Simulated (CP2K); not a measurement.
Consider pyrimidine at its PBE geometry (Å).

```xyz
10

C    -1.1395    0.0811    0.0008
C    -0.4947   -1.1553   -0.0398
N     0.8443   -1.2672   -0.0426
C     1.5235   -0.1083   -0.0016
N     1.0167    1.1352    0.0434
C    -0.3256    1.2135    0.0420
H    -2.2257    0.1590    0.0000
H    -1.0599   -2.0902   -0.0720
H     2.6137   -0.1866   -0.0053
H    -0.7528    2.2189    0.0751
```

Method: CP2K XAS_TDP, all-electron GAPW, PBEh(45%), aug-cc-pVDZ, TDA, GW2X-corrected core level, no relativity.

**Question.** Where do the N K-edge lines lie, and how strong are they?

Leading lines: N3 399.75 eV. The leading line of an atom is its first one with 35 % of the strongest within 2.5 eV of its lowest line over the strength cut. Core ionisation energies at this level: N3 405.85 eV.

The first six lines of each atom with a strength over 0.0015:

| atom | energy (eV) | states | strength, one atom | above the computed threshold |
| --- | --- | --- | --- | --- |
| N3 (bonded to 2 C), 2 alike | 399.75 | 1 | 0.0500 |  |
|  | 405.51 | 1 | 0.0019 |  |
|  | 406.00 | 1 | 0.0018 | yes |
|  | 406.46 | 1 | 0.0048 | yes |
|  | 406.99 | 1 | 0.0023 | yes |
|  | 407.10 | 1 | 0.0019 | yes |

Lines are vertical, at one geometry, with no vibrational structure. GW2X ionisation energies and lines can be off by 1 to 2 eV either way, and a good line position may hide errors that cancel. These values hold no scalar relativity, about 0.2 eV for N 1s. Rydberg lines, and the discretised continuum above threshold, depend on the basis and the box.

[Banner, clock and machine lines of the logs are left out without a mark of their own.]

[Logs are printed without paths, hosts, clocks, repeated set-up lines and the standing remarks that a program may print on its own settings, such as how far it seeks lower states.]

[Hosts, paths, dates, database ids (printed as entryN), source tags and the programs' standing remarks are cut or masked in the printed files.]
